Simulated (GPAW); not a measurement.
# The basis that the transmission of a B chain with one C atom in line needs, part 2 of 2

How well does a B chain with one C atom in line conduct at low bias, and how far do basis and functional move the answer?

GPAW 26.7.0; GPAW LCAO, PAW setups; Landauer transmission from Green's functions with principal layers (ASE), zero bias.

So far, transmission at the Fermi level (one spin): step 2 (GPAW, dzp) 1.61; step 3 (basis szp(dzp)) 1.59; step 4 (basis sz(dzp)) 1.61. Also open channels of the lead at the Fermi level (one spin): 2 in steps 2, 3 and 4.

## Step 8: Functional LDA, mixing 0.02, mixing history 12: xc = "LDA", beta = 0.02, nmaxold = 12 and eta = 1e-05

The functional moves levels against the Fermi level. Mixing changes the road to self-consistency, not its end. The mixing history changes the road to self-consistency, not its end. The broadening keeps the Green's functions finite; too large a value absorbs electrons where channels are open and leaks them where none are.

This step: GPAW LCAO, PAW setups; Landauer transmission from Green's functions with principal layers (ASE), zero bias (GPAW 26.7.0).

The input, run.py:

```python
import json
import numpy as np
from ase import Atoms
from ase.transport.calculators import TransportCalculator
from gpaw import GPAW, FermiDirac
from gpaw.lcao.tools import get_lcao_hamiltonian
from scipy.linalg import eigh

# The junction with lead layers at both ends, along the third cell vector
device = Atoms(
    ['B', 'B', 'B', 'B', 'B', 'B', 'C', 'B', 'B', 'B', 'B', 'B', 'B'],
    positions=[
        [4.50000, 4.50000, 0.77500],
        [4.50000, 4.50000, 2.32500],
        [4.50000, 4.50000, 3.87500],
        [4.50000, 4.50000, 5.42500],
        [4.50000, 4.50000, 6.97500],
        [4.50000, 4.50000, 8.52500],
        [4.50000, 4.50000, 9.89410],
        [4.50000, 4.50000, 11.26320],
        [4.50000, 4.50000, 12.81320],
        [4.50000, 4.50000, 14.36320],
        [4.50000, 4.50000, 15.91320],
        [4.50000, 4.50000, 17.46320],
        [4.50000, 4.50000, 19.01320]],
    cell=[[9.0, 0.0, 0.0], [0.0, 9.0, 0.0], [0.0, 0.0, 19.7882]],
    pbc=True)

# One principal layer of the lead: the first 4 atoms of the device
lead = Atoms(
    ['B', 'B', 'B', 'B'],
    positions=[
        [4.50000, 4.50000, 0.77500],
        [4.50000, 4.50000, 2.32500],
        [4.50000, 4.50000, 3.87500],
        [4.50000, 4.50000, 5.42500]],
    cell=[[9.0, 0.0, 0.0], [0.0, 9.0, 0.0], [0.0, 0.0, 6.2]],
    pbc=True)

settings = dict(mode='lcao', basis='dzp', xc='LDA', h=0.2,
                occupations=FermiDirac(0.1), maxiter=250,
                mixer=dict(beta=0.02, nmaxold=12, weight=100.0),
                convergence=dict(density=0.0001))
energies = np.arange(-2, 2 + 1e-9, 0.05)
eta = 1e-05
n1, n2 = 1, 1
# k and -k transmit alike, so half of the mesh across the current serves
mesh = [(i, j) for i in range(n1) for j in range(n2) if (i, j) <= (-i % n1, -j % n2)]
weights = np.array([1 if (i, j) == (-i % n1, -j % n2) else 2 for i, j in mesh]) / (n1 * n2)

# [... helper functions left out ...]
fermi_lead = ground_state(lead, (1, 1, 18), 'lead.txt')
fermi_device = ground_state(device, (1, 1, 4), 'device.txt')
# [... loop over the mesh left out, but for ...]
        # Shift the lead onto the potential of the device's first layer
        shift = ((H[:, 0, 0] - H0[:, 0, 0]) / S0[0, 0]).real.mean()
# [...]
kT = 8.617333e-5 * 200
bias = [0.1, 0.2, 0.5, 1.0, 1.5, 2.0]
# [... integrals and printing left out ...]
```

Command:

```bash
> OMP_NUM_THREADS=1 OPENBLAS_NUM_THREADS=1 python run.py
```

What it wrote:

```text
basis functions: device 169, principal layer 52
Fermi level: lead -5.0892 eV, device -5.0930 eV; lead shifted by -0.0063 eV
largest coupling past the next layer 9.53e-05 eV, largest misfit of the first layer 0.073 eV
  E-E_F (eV)   T (one spin)  channels
    -2.000    9.6244e-15    0.0000
    -1.950    9.4756e-15    0.0000
    -1.900    9.4252e-15    0.0000
    -1.850    9.4265e-15    0.0000
    -1.800    9.5978e-15    0.0000
    -1.750    1.1805e-14    0.0000
    -1.700    1.0170e-13    0.0000
    -1.650    1.3152e-14    0.0000
    -1.600    1.1227e-14    0.0000
    -1.550    1.0895e-14    0.0000
    -1.500    1.1048e-14    0.0000
    -1.450    1.1642e-14    0.0000
    -1.400    1.2937e-14    0.0000
    -1.350    1.5620e-14    0.0000
    -1.300    2.1387e-14    0.0000
    -1.250    3.4740e-14    0.0000
[...]
1.650    1.5968e+00    2.0000
     1.700    1.6046e+00    2.0000
     1.750    1.6126e+00    2.0000
     1.800    1.6208e+00    2.0000
     1.850    1.6291e+00    2.0000
     1.900    1.6374e+00    2.0000
     1.950    1.6458e+00    2.0000
     2.000    1.6542e+00    2.0000
conductance at 200 K: 1.6118 G0 a cell; thermopower -0.3408 uV/K
current from the zero-bias T(E) at 0.1 V: 12.484 uA
current from the zero-bias T(E) at 0.2 V: 24.942 uA
current from the zero-bias T(E) at 0.5 V: 61.883 uA
current from the zero-bias T(E) at 1.0 V: 119.98 uA
current from the zero-bias T(E) at 1.5 V: 168.7 uA
current from the zero-bias T(E) at 2.0 V: 202.95 uA
```

It took 49 s on 1 thread of Arm Neoverse N1, shared host; peak memory 0.72 GiB.

Numbers from this step:

```yaml
conductance: 1.612 G₀
largest_coupling_past_the_next_principal_layer: 9.53e-5 eV
largest_misfit_of_the_first_principal_layer: 0.07338 eV
shift_that_aligns_the_lead: -0.006321 eV
transmission_at_the_fermi_level_one_spin: 1.613
```

One spin. The transmission, zone mean by energy, zero at the Fermi level:

```
energy (eV)  transmission, zone mean
      -2.00                        0
      -1.90                        0
      -1.80                        0
      -1.70                        0
      -1.55                        0
      -1.45                        0
      -1.35                        0
      -1.25                        0
      -1.15                        0
      -1.05                  2.3e-12
      -0.90                    0.122
      -0.80                    0.456
      -0.70                    0.768
      -0.60                     1.03
      -0.50                     1.24
      -0.40                     1.39
      -0.25                     1.53
      -0.15                     1.58
      -0.05                     1.61
       0.00                     1.61
       0.05                     1.62
       0.15                     1.62
       0.25                     1.61
       0.40                     1.59
       0.50                     1.58
       0.60                     1.56
       0.70                     1.55
       0.80                     1.55
       0.90                     1.54
       1.05                     1.54
       1.15                     1.54
       1.25                     1.55
       1.35                     1.56
       1.45                     1.57
       1.55                     1.58
       1.70                     1.60
       1.80                     1.62
       1.90                     1.64
       2.00                     1.65
```

Crossings of the lead's bands, unfolded to its shortest repeat. Table of open channels, zone mean by energy, zero at the Fermi level:

energy (eV), open channels, zone mean and a bar:
```
    -2.00       0.00 
    -1.90       0.00 
    -1.80       0.00 
    -1.70       0.00 
    -1.55       0.00 
    -1.45       0.00 
    -1.35       0.00 
    -1.25       0.00 
    -1.15       0.00 
    -1.05       0.00 
    -0.90       2.00 ##############################
    -0.80       2.00 ##############################
    -0.70       2.00 ##############################
    -0.60       2.00 ##############################
    -0.50       2.00 ##############################
    -0.40       2.00 ##############################
    -0.25       2.00 ##############################
    -0.15       2.00 ##############################
    -0.05       2.00 ##############################
     0.00       2.00 ##############################
     0.05       2.00 ##############################
     0.15       2.00 ##############################
     0.25       2.00 ##############################
     0.40       2.00 ##############################
     0.50       2.00 ##############################
     0.60       2.00 ##############################
     0.70       2.00 ##############################
     0.80       2.00 ##############################
     0.90       2.00 ##############################
     1.05       2.00 ##############################
     1.15       2.00 ##############################
     1.25       2.00 ##############################
     1.35       2.00 ##############################
     1.45       2.00 ##############################
     1.55       2.00 ##############################
     1.70       2.00 ##############################
     1.80       2.00 ##############################
     1.90       2.00 ##############################
     2.00       2.00 ##############################
```

Not self-consistent under bias; the bias window is split evenly. Current through one cell, from the zero-bias transmission against bias:

```csv
bias (V),"current through one cell, from the zero-bias transmission (μA)"
0.100,12.5
0.200,24.9
0.500,61.9
1.000,120
1.500,169
2.000,203
```

Table of transmission of the three most open eigenchannels by energy, zero at the Fermi level:

```csv
energy (eV),channel 1 = channel 2,channel 3
-2.00,0,0
-1.85,0,0
-1.70,0,0
-1.60,0,0
-1.45,0,0
-1.30,0,0
-1.15,0,0
-1.05,1.1e-12,0
-0.90,0.0609,0
-0.75,0.308,0
-0.60,0.517,0
-0.50,0.621,0
-0.35,0.723,0
-0.20,0.778,0
-0.05,0.803,0
0.00,0.806,0
0.05,0.808,0
0.20,0.807,0
0.35,0.799,0
0.50,0.789,0
0.60,0.782,0
0.75,0.775,0
0.90,0.770,0
1.05,0.770,0
1.15,0.771,0
1.30,0.776,0
1.45,0.784,0
1.60,0.795,0
1.70,0.802,0
1.85,0.815,0
2.00,0.827,0
```

The conductance, 1.61 G₀, lies 0.4 % above that of the dzp run.

## Step 9: Broadening 0.05, functional BLYP, smearing 0.2

The broadening keeps the Green's functions finite; too large a value absorbs electrons where channels are open and leaks them where none are. The functional moves levels against the Fermi level. Smearing helps the SCF of a metal converge, but it blurs occupations at band edges near the Fermi level.

run.py: that of step 8 with these lines changed.

```diff
@@ -39,8 +39,8 @@
 
-settings = dict(mode='lcao', basis='dzp', xc='LDA', h=0.2,
-                occupations=FermiDirac(0.1), maxiter=250,
-                mixer=dict(beta=0.02, nmaxold=12, weight=100.0),
+settings = dict(mode='lcao', basis='dzp', xc='BLYP', h=0.2,
+                occupations=FermiDirac(0.2), maxiter=250,
+                mixer=dict(beta=0.1, nmaxold=8, weight=100.0),
                 convergence=dict(density=0.0001))
 energies = np.arange(-2, 2 + 1e-9, 0.05)
-eta = 1e-05
+eta = 0.05
 n1, n2 = 1, 1
```

What it wrote:

```text
FileNotFoundError: Could not find required PAW dataset file "B.BLYP".
```

Elapsed: 1.2 s, on 1 thread; peak memory 0.1 GiB.

The input was rejected at the start.

The program's message: “FileNotFoundError: Could not find required PAW dataset file "B.BLYP".”

## Step 10: Outcome

| Item | Value |
| --- | --- |
| conductance | 1.61 G₀ |
| transmission at the Fermi level, mean of the spins | 1.61 |
| thermopower | about 0 (under 1.5 μV/K) |
| open channels of the lead there | 2 |

What this shows: In the dzp basis the junction conducts 1.61 G₀ at 200 K, with T = 1.61 a spin at the Fermi level; the sz basis reaches that conductance within 10 %. The scatterer reflects about 20 % of the incoming channels at the Fermi level. At the Fermi level two eigenchannels carry the current (0.80 and 0.80). Measured against the first run (dzp), the nearest curve is that of dzp-revPBE (r.m.s. 0.0023) and the farthest that of szp (0.10). Over the compared runs wall time goes from 25 s (sz) to 49 s (dzp-revPBE), on a shared host. The geometry was built from estimated bond lengths and not relaxed, so the numbers describe this model structure. An evenly spaced straight chain is an idealisation: free chains tend to dimerise, zigzag or, where a band edge lies near the Fermi level, turn magnetic. The currents use the zero-bias T(E) throughout, which holds only while the bias is small against the distance to the nearest feature. The energy step is wider than the thermal energy, so the conductance and thermopower rest on interpolation of T(E).

[Logs are printed without paths, hosts, clocks, repeated set-up lines and the standing remarks that a program may print on its own settings, such as how far it seeks lower states.]

[Hosts, paths, dates, database ids (printed as entryN), source tags and the programs' standing remarks are cut or masked in the printed files.]
